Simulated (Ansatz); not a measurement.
# ScCo (Pm-3m): phonons and vibrational spectra, part 2 of 2

Aim: the vibrations of ScCo (Pm-3m), their spectra, and whether the structure is stable.

Ansatz 0.2.0; DFT PBEsol, scalar-relativistic, plane waves, PAW; PAW set soft_1.

So far. Step 3 (Relaxing to small forces for the phonons): The forces vanish by symmetry and the pressure is 0.003 GPa, within the tolerances set. The cell now holds 14.49 Å³/atom. The relaxed cell has a = 3.072 Å (conventional setting).

### 4. Linear response at the zone centre

The zone centre comes first: it holds the modes that light can see, as far as symmetry allows. No field response is asked, since the mesh shows no gap.

Input file input.yaml:

```yaml
crystal:
  lattice:
    - [3.0716497129, 0.0, 0.0]
    - [0.0, 3.0716497129, 0.0]
    - [0.0, 0.0, 3.0716497129]
  atoms:
    - { symbol: Sc, position: [0.5, 0.5, 0.5] }
    - { symbol: Co, position: [0.0, 0.0, 0.0] }
kpoints:
  mp_grid: { grid: [16, 16, 16] }
hamiltonian:
  xc: pbesol
  pseudopotentials: { kind: paw, azcp: { folder: soft_1 }, xc_functional: pbe }
scf:
  occupations: { method: methfessel_paxton, width: 0.2 }
output:
  eigenvalues: true
phonons:
  method: dfpt
```

The run is started by

```bash
$ ansatz run input.yaml --threads 4 --pin off --max-ram 10240MiB --backend cpu --events-out ev --progress --plain --runs-dir out
```

Numbers of over 12 decimals in the logs are rounded to 6 here.

Log:

```text
[...]
Crystal: 2 atoms, lattice volume = 28.981 Å³
Basis set: ecut = 420 eV, 587 PW (Γ), exchange–correlation on 48×48×48 points (8 copies of the dense FFT grid, shifted against one another)
Bands: 18, of which v1, the nominal top of the filled ones, is band 14 counted from 1 (13 counted from 0)
Symmetry: 48 space group operations
k-points: 405 of 4096 (irreducible under 8 space group operations, time reversal used)
[...]
SCF iter   1: F=—  HF=-7205.241524 eV  |F-HF|=—  |Δ(HF+E_count)|=         —  Δρ=9.91e-2  dr2=1.93e0  ethr=3.10e-3  ⟨swp⟩=3.6  Hψ=26400  notcnv=0
[...]
SCF iter   9: F=-7205.093611 eV  HF=-7205.093611 eV  |F-HF|=2.73e-12  |Δ(HF+E_count)|=  2.00e-11  S|Δr|=    0.00e0  Δρ=8.96e-8  dr2=2.78e-12  ethr=1.00e-12  ⟨swp⟩=3.9  Hψ=30318  notcnv=0
SCF 1 converged in 9 iterations: F = -7205.093611 eV  dr2 = 2.78e-12
[...]
DFPT response loops at Γ: preconditioner auto → Kerker (q_TF=auto, 2.713 Å⁻¹) (partly filled bands, converged f_vac=0.000); β = 1.00, the filter's whole step (`scf.mixing.beta` (0.50) is not read by the response loops under this deck's `scf.mixing.preconditioner`; to damp them name `kerker` or `kerker_dos`, under which they read `scf.mixing.beta`, and type it under 1.00, their step now; both keys bind the ground state too); Broyden in place of MSR1
SCF converged after 9 iterations
[...]
Free energy (F): -7205.093611 eV
[...]
Internal energy: -7205.093800 eV  (E = F + TS)
E sigma→0 (E₀):  -7205.093658 eV
Entropy (-TS):   0.000190 eV (0.095 meV/atom)
Fermi energy:    14.810148 eV
[...]
--- Band table (eV; the first three rows and the last of 405) ---
  k-point 0: bands = [... 10 lower, 11.8134, 13.9095, 13.9095, 13.9095, 16.7114, 16.7114, 19.4359, 19.4359]
  k-point 1: bands = [... 10 lower, 11.8475, 13.9029, 13.9029, 13.9196, 16.6765, 16.7218, 19.2832, 19.2832]
  k-point 2: bands = [... 10 lower, 11.9431, 13.8844, 13.8844, 13.9485, 16.5740, 16.7384, 18.9054, 18.9054]
  k-point 404: bands = [... 10 lower, 13.0636, 13.6780, 13.6780, 13.6780, 14.5542, 14.5542, 20.1451, 20.1451]
--- Phonons (Γ-DFPT): 2 representative perturbations + reference, on 405 of 4096 k-points (Σ response iterations 6) ---
  k mesh reduced under 8 symmetry operations, with k and −k counted as one. Each operation leaves every solved perturbation unchanged. A smaller set is not used because it would not reduce the number of displacements times k-points to solve
  ASR residual: 4.628e-5 → 0.000e0 eV/Å²; symmetrization residual: 1.181e-6 eV/Å²
  ASR residual per site (eV/Å²): 4.63e-5 2.12e-5
  Γ frequencies (cm⁻¹): 0.00 0.00 0.00 222.09 222.09 222.09
  non-analytic LO–TO correction: not included (Born effective charges unavailable; polar crystals: no LO–TO splitting at Γ)
```

Wall time 14 s (4 threads of Arm Neoverse V2, shared host); peak memory 0.96 GiB.

This step gave:

```
sum-rule residual before enforcement                    : 4.63e-5 eV/Å²
point group                                             : m-3m
highest optical mode at the zone centre (no LO-TO term) : 222.1 cm⁻¹
lowest optical zone-centre mode                         : 222.1 cm⁻¹
```

Patterns of degenerate modes are one choice out of their space. Modes at Γ, with each element's share of the kinetic energy:

| mode | frequency (cm⁻¹) | symmetry | Sc % | Co % |
| --- | --- | --- | --- | --- |
| 1 | 0.0 | acoustic | 43 | 57 |
| 2 | 0.0 | acoustic | 43 | 57 |
| 3 | 0.0 | acoustic | 43 | 57 |
| 4 | 222.1 | T1u | 57 | 43 |
| 5 | 222.1 | T1u | 57 | 43 |
| 6 | 222.1 | T1u | 57 | 43 |

Displacements in mode 5 (222.1 cm⁻¹), the largest set to 1:
```
Sc1  0.00  1.00  0.00
Co2  0.00 -0.76  0.00
```

Before it was imposed, the acoustic sum rule was missed by 4.6e-5 eV/Å². Small misses are needed for a sound result but don't prove that mesh and cutoff are converged. The lowest optical mode is real, 222 cm⁻¹.

### 5. Response at finite wavevector

Stability and thermal properties need the whole zone. Linear response on a 4×4×4 q mesh gives force constants as far as a supercell of that size would.

input.yaml, as its differences from that of step 4:

```diff
@@ -19 +19,8 @@
   method: dfpt
+  qmesh: [4, 4, 4]
+  temperatures: { t_max: 1000, t_step: 50 }
+  qpath:
+    path:
+      - [[0.0, 0.0, 0.0], [0.0, 0.5, 0.0], [0.5, 0.5, 0.0], [0.0, 0.0, 0.0], [0.5, 0.5, 0.5], [0.0, 0.5, 0.0]]
+      - [[0.5, 0.5, 0.5], [0.5, 0.5, 0.0]]
+    npoints: 10
```

Log:

```text
[...]
Crystal: 2 atoms, lattice volume = 28.981 Å³
Basis set: ecut = 420 eV, 587 PW (Γ), exchange–correlation on 48×48×48 points (8 copies of the dense FFT grid, shifted against one another)
Bands: 18, of which v1, the nominal top of the filled ones, is band 14 counted from 1 (13 counted from 0)
Symmetry: 48 space group operations
k-points: 165 of 4096
[...]
SCF iter   1: F=—  HF=-7205.241525 eV  |F-HF|=—  |Δ(HF+E_count)|=         —  Δρ=9.91e-2  dr2=1.93e0  ethr=3.10e-3  ⟨swp⟩=3.7  Hψ=10746  notcnv=0
[...]
SCF iter   9: F=-7205.093611 eV  HF=-7205.093611 eV  |F-HF|=1.82e-12  |Δ(HF+E_count)|=  2.09e-11  S|Δr|=    0.00e0  Δρ=8.84e-8  dr2=2.71e-12  ethr=1.00e-12  ⟨swp⟩=3.9  Hψ=12314  notcnv=0
SCF 1 converged in 9 iterations: F = -7205.093611 eV  dr2 = 2.71e-12
[...]
SCF iter   5: F=-7205.093611 eV  HF=-7205.093611 eV  |F-HF|=6.37e-12  |Δ(HF+E_count)|=  9.09e-13  S|Δr|=    0.00e0  Δρ=1.75e-7  dr2=8.22e-12  ethr=1.00e-12  ⟨swp⟩=1.0  Hψ=6600  notcnv=0
SCF 2 converged in 5 iterations: F = -7205.093611 eV  dr2 = 8.22e-12
phonons: the bands overlap, so this run is a metal and interpolates without the dipole-dipole term. If the crystal is really an insulator or semiconductor, its LO-TO splitting is missing
NSCF: frozen V_eff on 165 k-points
[...]
DFPT response loops at q = (0, 0, 0) (fractional): preconditioner auto → Kerker (q_TF=auto, 2.713 Å⁻¹) (partly filled bands, converged f_vac=0.000); β = 1.00, the filter's whole step (`scf.mixing.beta` (0.50) is not read by the response loops under this deck's `scf.mixing.preconditioner`; to damp them name `kerker` or `kerker_dos`, under which they read `scf.mixing.beta`, and type it under 1.00, their step now; both keys bind the ground state too); Broyden in place of MSR1
[...]
SCF converged after 9 iterations
[...]
Free energy (F): -7205.093611 eV
[...]
Internal energy: -7205.093800 eV  (E = F + TS)
E sigma→0 (E₀):  -7205.093658 eV
Entropy (-TS):   0.000190 eV (0.095 meV/atom)
Fermi energy:    14.810148 eV
[...]
--- Band table (eV; the first three rows and the last of 165) ---
  k-point 0: bands = [... 10 lower, 11.8134, 13.9095, 13.9095, 13.9095, 16.7114, 16.7114, 19.4359, 19.4359]
  k-point 1: bands = [... 10 lower, 11.8475, 13.9029, 13.9029, 13.9196, 16.6765, 16.7218, 19.2832, 19.2832]
  k-point 2: bands = [... 10 lower, 11.9431, 13.8844, 13.8844, 13.9485, 16.5740, 16.7384, 18.9054, 18.9054]
  k-point 164: bands = [... 10 lower, 13.0636, 13.6780, 13.6780, 13.6780, 14.5542, 14.5542, 20.1451, 20.1451]
--- Phonons (Γ-DFPT): 2 representative perturbations + reference (Σ response iterations 6) ---
  ASR residual: 4.741e-5 → 0.000e0 eV/Å²; symmetrization residual: 5.353e-7 eV/Å²
  ASR residual per site (eV/Å²): 4.74e-5 2.14e-5
  Γ frequencies (cm⁻¹): 0.00 0.00 0.00 222.09 222.09 222.09
--- Phonons (arbitrary-q DFPT): 10 irreducible q on the 4×4×4 mesh ---
  q = [0.0000, 0.0000, 0.0000] (star 1, of the zone-centre solve; hermiticity 2.31e-7, symmetrization 1.93e-12): -0.00 -0.00 0.00 222.09 222.09 222.09
  q = [0.0000, 0.0000, 0.2500] (star 6, 4 solved perturbations in 4032 linear systems a pass and spin channel, the states on 1296 of 4096 k-point pairs; hermiticity 1.78e-7, symmetrization 3.11e-13): 83.33 83.33 139.25 207.20 207.20 282.12
[...]
q = [0.0000, 0.2500, -0.5000] (star 12, 6 solved perturbations on 1296 of 4096 k-point pairs; hermiticity 4.39e-7, symmetrization 4.58e-14): 142.85 156.43 162.05 185.40 234.65 301.74
[...]
sum rule: each row above includes the acoustic sum rule's correction from the zone centre's row sums; it moved no ω² by more than (0.54 cm⁻¹)²
  mesh force constants: q→R imaginary residual 1.30e-18; ASR residual 4.741e-5 → 0.000e0 eV/Å²; symmetrization residual 8.882e-15 eV/Å²
  interpolated dispersion: 62 rows × 6 modes
  density of states and harmonic sums: on the 20×20×20 q-mesh, interpolated from the force constants of a 4×4×4 supercell (no non-analytic term)
  largest difference from the sums on the solved wave vectors: F 1.08e-2 eV, S 1.48e-5 and C_V 4.01e-6 eV/K
  zero-point energy: 0.072693 eV/cell   skipped modes (ω ≤ 0): 3   left out of the sums: 6.25e-5 of the cell's modes: C_V's classical limit lies that fraction below 3 k_B per atom; for a crystal, a wire or a layer, F and S can be off by more, and a phonons.interpolated_qmesh denser along its periods is the remedy for the sampling
```

Run time: 7.4 min. Hardware: 4 threads; peak memory 3.2 GiB.

Numbers from this step:

```
sum-rule residual before enforcement                    : 4.74e-5 eV/Å²
lowest frequency on the path                            : 0 cm⁻¹
highest frequency on the path or at a solved wavevector : 321.1 cm⁻¹
mean frequency                                          : 195.4 cm⁻¹
Debye temperature (second moment)                       : 378 K
logarithmic mean frequency                              : 186.1 cm⁻¹
lowest mode on the q mesh (acoustic modes at Γ apart)   : 83.33 cm⁻¹
zero-point energy per atom                              : 36.35 meV
heat capacity at 300 K                                  : 23.07 J/(mol atoms K)
vibrational entropy at 300 K                            : 28.73 J/(mol atoms K)
```

Frequencies (cm⁻¹) solved at each irreducible wavevector; negative means imaginary. Frequencies by wavevector, by row:

| q in reciprocal lattice units | star | mode 1 | mode 2 | mode 3 | mode 4 | mode 5 | mode 6 |
| --- | --- | --- | --- | --- | --- | --- | --- |
| 0 0 0 | 1 | 0 | 0 | 0 | 222.1 | 222.1 | 222.1 |
| 0 0 0.25 | 6 | 83.3 | 83.3 | 139.2 | 207.2 | 207.2 | 282.1 |
| 0 0 -0.5 | 3 | 143.9 | 143.9 | 175.1 | 175.1 | 185.4 | 321.1 |
| 0 0.25 0.25 | 12 | 112 | 112.9 | 176.4 | 197.6 | 249.6 | 254.9 |
| 0 0.25 -0.5 | 12 | 142.8 | 156.4 | 162.1 | 185.4 | 234.7 | 301.7 |
| 0 -0.5 -0.5 | 3 | 140.1 | 151.6 | 151.6 | 195.4 | 282.7 | 282.7 |
| 0.25 0.25 0.25 | 8 | 140.5 | 140.5 | 184.8 | 239.4 | 239.4 | 242.8 |
| 0.25 0.25 -0.5 | 12 | 157.4 | 170.2 | 177.9 | 220 | 234 | 291.1 |
| 0.25 -0.5 -0.5 | 6 | 166.2 | 166.2 | 187.8 | 223.5 | 282 | 282 |
| -0.5 -0.5 -0.5 | 1 | 183.3 | 183.3 | 183.3 | 281.7 | 281.7 | 281.7 |

Interpolated from a 4×4×4 q mesh. Phonon branches along the path, in cm⁻¹:

| point | branch 1 | branch 2 | branch 3 | branch 4 | branch 5 | branch 6 |
| --- | --- | --- | --- | --- | --- | --- |
| Γ | 0 | 0 | 0 | 222 | 222 | 222 |
| halfway | 83 | 83 | 139 | 207 | 207 | 282 |
| X | 144 | 144 | 175 | 175 | 185 | 321 |
| halfway | 143 | 156 | 162 | 185 | 235 | 302 |
| M | 140 | 152 | 152 | 195 | 283 | 283 |
| halfway | 112 | 113 | 176 | 198 | 250 | 255 |
| Γ | 0 | 0 | 0 | 222 | 222 | 222 |
| halfway | 140 | 140 | 185 | 239 | 239 | 243 |
| R | 183 | 183 | 183 | 282 | 282 | 282 |
| halfway | 157 | 170 | 178 | 220 | 234 | 291 |
| X | 144 | 144 | 175 | 175 | 185 | 321 |
| jump to R | 183 | 183 | 183 | 282 | 282 | 282 |
| halfway | 166 | 166 | 188 | 224 | 282 | 282 |
| M | 140 | 152 | 152 | 195 | 283 | 283 |

The phonon branches as a text plot (rows in cm⁻¹):

```
    314 |      *****                                   ***
    301 |    **     *                                **
    288 |   *        ****                     *******     *******
    274 |             * ***                 **  **        *
    261 |            *     ***           ***      *        *
    247 |  *        *        ***        ***        *        *
    234 | *                    **   *****          **
    221 |***       *            *****               **       *
    207 |   **    *           **                      *
    194 |     *     **********                       * **    ****
    181 |      *****      ****         ********************** *
    167 |     *   **     *                 *      ******    **
    154 |    *    *******     *      **  **         *** *     ***
    140 |   *  ************             *              ***      *
    127 |                  **  *
    114 |     *              *         *
    100 |  * *                *     *
     87 |   *                 * *    **
     74 |                      *
     60 | *                     *   *
     47 |  *                    ** *
     33 |**                      * *
     20 |*                       *
      7 |                         *
         Γ      X      M          Γ            R        X|R     M
```

Tetrahedra on a 20×20×20 mesh, mean over bins of 5 cm-1. Interpolated from a 4×4×4 q mesh. Table of phonon density of states by wavenumber; read off at these points:

wavenumber (cm⁻¹), phonon density of states (1/cm⁻¹/cell) and a bar:
```
        2     0.0000 
       12     0.0001 
       18     0.0001 
       28     0.0004 
       38     0.0008 
       48     0.0014 #
       52     0.0017 #
       62     0.0025 #
       72     0.0036 #
       82     0.0049 ##
       88     0.0057 ##
       98     0.0076 ###
      108     0.0100 ####
      112     0.0115 ####
      122     0.0155 ######
      132     0.0221 ########
      142     0.0458 #################
      148     0.0384 ##############
      158     0.0395 ###############
      168     0.0441 #################
      178     0.0799 ##############################
      182     0.0648 ########################
      192     0.0458 #################
      202     0.0245 #########
      212     0.0238 #########
      218     0.0245 #########
      228     0.0204 ########
      238     0.0174 #######
      242     0.0182 #######
      252     0.0196 #######
      262     0.0215 ########
      272     0.0272 ##########
      278     0.0336 #############
      282     0.0473 ##################
      288     0.0227 #########
      298     0.0124 #####
      308     0.0078 ###
      312     0.0058 ##
      322     0.0001
```

The partial phonon density of states has structure finer than the step of the table below, so its rows give means over 20 cm⁻¹, whole bins alone (the curve runs from -10 to 340 cm⁻¹). Peaks (cm⁻¹: height): Co 179.5: 0.0716; Sc 144.2: 0.0231, 208.1: 0.0194, 221.3: 0.0188, 254.4: 0.0215, 267.6: 0.0265, 280.8: 0.0404.

Phonopy on the run's constants, 19x19x19 mesh, Gaussian sigma 2.5 cm-1. Interpolated from a 4×4×4 q mesh. Table of partial phonon density of states by wavenumber; means over each step; values in 1/cm⁻¹/cell:

| wavenumber (cm⁻¹) | Co | Sc |
| --- | --- | --- |
| 0 | 1.3e-5 | 8.9e-6 |
| 20 | 1.2e-4 | 9.4e-5 |
| 40 | 6.3e-4 | 4.6e-4 |
| 60 | 0.00129 | 9.4e-4 |
| 80 | 0.00278 | 0.00194 |
| 100 | 0.00503 | 0.00335 |
| 120 | 0.00884 | 0.00581 |
| 140 | 0.0177 | 0.0156 |
| 160 | 0.0324 | 0.00872 |
| 180 | 0.0517 | 0.00561 |
| 200 | 0.0159 | 0.0131 |
| 220 | 0.00641 | 0.0156 |
| 240 | 0.00292 | 0.0150 |
| 260 | 0.00206 | 0.0198 |
| 280 | 0.00182 | 0.0299 |
| 300 | 4.6e-4 | 0.0114 |
| 320 | 3.8e-5 | 0.00256 |

Second derivatives of the energy by pair, one row for each kind of neighbour of each atom listed. Each entry sums the pair over the periodic images of the supercell that the q mesh stands for, and in a polar crystal it holds the long-range dipole part too. Force constants by pair, by row:

| atom | neighbour | distance (Å) | third of the trace (eV/Å²) | along the pair's line (eV/Å²) |
| --- | --- | --- | --- | --- |
| Sc1 | itself | 0 | 8.784 | – |
| Sc1 | Co | 2.66 | -0.6325 | -1.369 |
| Sc1 | Sc | 3.072 | -0.5897 | -2.493 |
| Sc1 | Sc | 4.344 | 0.0204 | -0.2019 |
| Sc1 | Co | 5.094 | 0.0041 | 0.0382 |
| Sc1 | Sc | 5.32 | -0.0669 | -0.1794 |
| Sc1 | Sc | 6.143 | -0.0069 | -0.0477 |
| Sc1 | Co | 6.695 | 0.0097 | 0.0333 |
| Sc1 | Sc | 6.868 | -0.0094 | -0.0206 |
| Co2 | itself | 0 | 6.475 | – |
| Co2 | Sc | 2.66 | -0.6325 | -1.369 |
| Co2 | Co | 3.072 | -0.1529 | -0.0609 |
| Co2 | Co | 4.344 | -0.0569 | -0.2596 |
| Co2 | Sc | 5.094 | 0.0041 | 0.0382 |
| Co2 | Co | 5.32 | -0.0482 | -0.1859 |
| Co2 | Co | 6.143 | 0.0539 | 0.0498 |
| Co2 | Sc | 6.695 | 0.0097 | 0.0333 |
| Co2 | Co | 6.868 | -0.0011 | -0.0175 |

Harmonic thermodynamic functions per atom, from the density of states. Interpolated from a 4×4×4 q mesh. Thermodynamic functions, by row:

| T (K) | F_vib (meV/atom) | S (J/mol-atom/K) | C_V (J/mol-atom/K) |
| --- | --- | --- | --- |
| 0 | 36.35 | 0 | 0 |
| 50 | 36.18 | 1.399 | 4.219 |
| 100 | 34 | 7.429 | 13.63 |
| 200 | 19.62 | 19.75 | 21.03 |
| 300 | -5.75 | 28.73 | 23.07 |
| 400 | -39.18 | 35.5 | 23.86 |
| 500 | -78.85 | 40.87 | 24.24 |
| 600 | -123.6 | 45.31 | 24.45 |
| 700 | -172.5 | 49.09 | 24.58 |
| 800 | -225.2 | 52.38 | 24.66 |
| 900 | -281 | 55.28 | 24.72 |
| 1000 | -339.6 | 57.89 | 24.76 |

Harmonic mean-square displacement, third of the trace. Interpolated from a 4×4×4 q mesh. Mean square displacements, by row:

| T (K) | Sc1 U_eq (Å²) | Co2 U_eq (Å²) |
| --- | --- | --- |
| 0 | 0.0019 | 0.00182 |
| 100 | 0.00245 | 0.00247 |
| 300 | 0.00532 | 0.00575 |
| 600 | 0.01021 | 0.01117 |

Symmetry leaves 10 wavevectors to solve. The lowest mode among them, the acoustic zeros apart, lies at q = (0, 0, 0.25) and is real, 83.3 cm⁻¹.

### 6. Outcome

| Quantity | Value |
| --- | --- |
| space group after relaxation (within 0.01 Å) | Pm-3m |
| volume per atom | 14.5 Å³ |
| electronic character | no gap on this mesh |
| highest optical mode at the zone centre (no LO-TO term) | 222 cm⁻¹ |
| lowest optical zone-centre mode | 222 cm⁻¹ |
| lowest mode on the q mesh (acoustic modes at Γ apart) | 83.3 cm⁻¹ |
| highest frequency on the path or at a solved wavevector | 321 cm⁻¹ |
| zero-point energy per atom | 36.4 meV |
| heat capacity at 300 K | 23.1 J/(mol atoms K) |
| vibrational entropy at 300 K | 28.7 J/(mol atoms K) |
| Debye temperature (second moment) | 378 K |
| imaginary modes on the 4×4×4 q mesh | none |

The structure is a minimum as far as tested: no mode is imaginary at the 10 irreducible wavevectors of the 4×4×4 mesh, and the softest away from the acoustic zeros lies at 83 cm⁻¹. The optical modes at Γ form one degenerate level at 222 cm⁻¹. Some magnetic starts kept moments in single points, but the one carried on lost them, and the others were not relaxed, so the runs shown are non-magnetic; if the real compound is magnetic, its cell and modes can differ much. With no gap, or one that is small against the smearing, the frequencies hang on the k mesh and the smearing, most of all near Kohn anomalies. The phonon runs are without spin polarisation, although Co often carries a moment. The PAW files were made for PBE and serve the other functionals too. These are harmonic frequencies at zero temperature: anharmonic shifts, linewidths and thermal expansion are left out.

[Logs are printed without paths, hosts, clocks, repeated set-up lines and the standing remarks that a program may print on its own settings, such as how far it seeks lower states.]

[Hosts, paths, dates, database ids (printed as entryN), source tags and the programs' standing remarks are cut or masked in the printed files.]
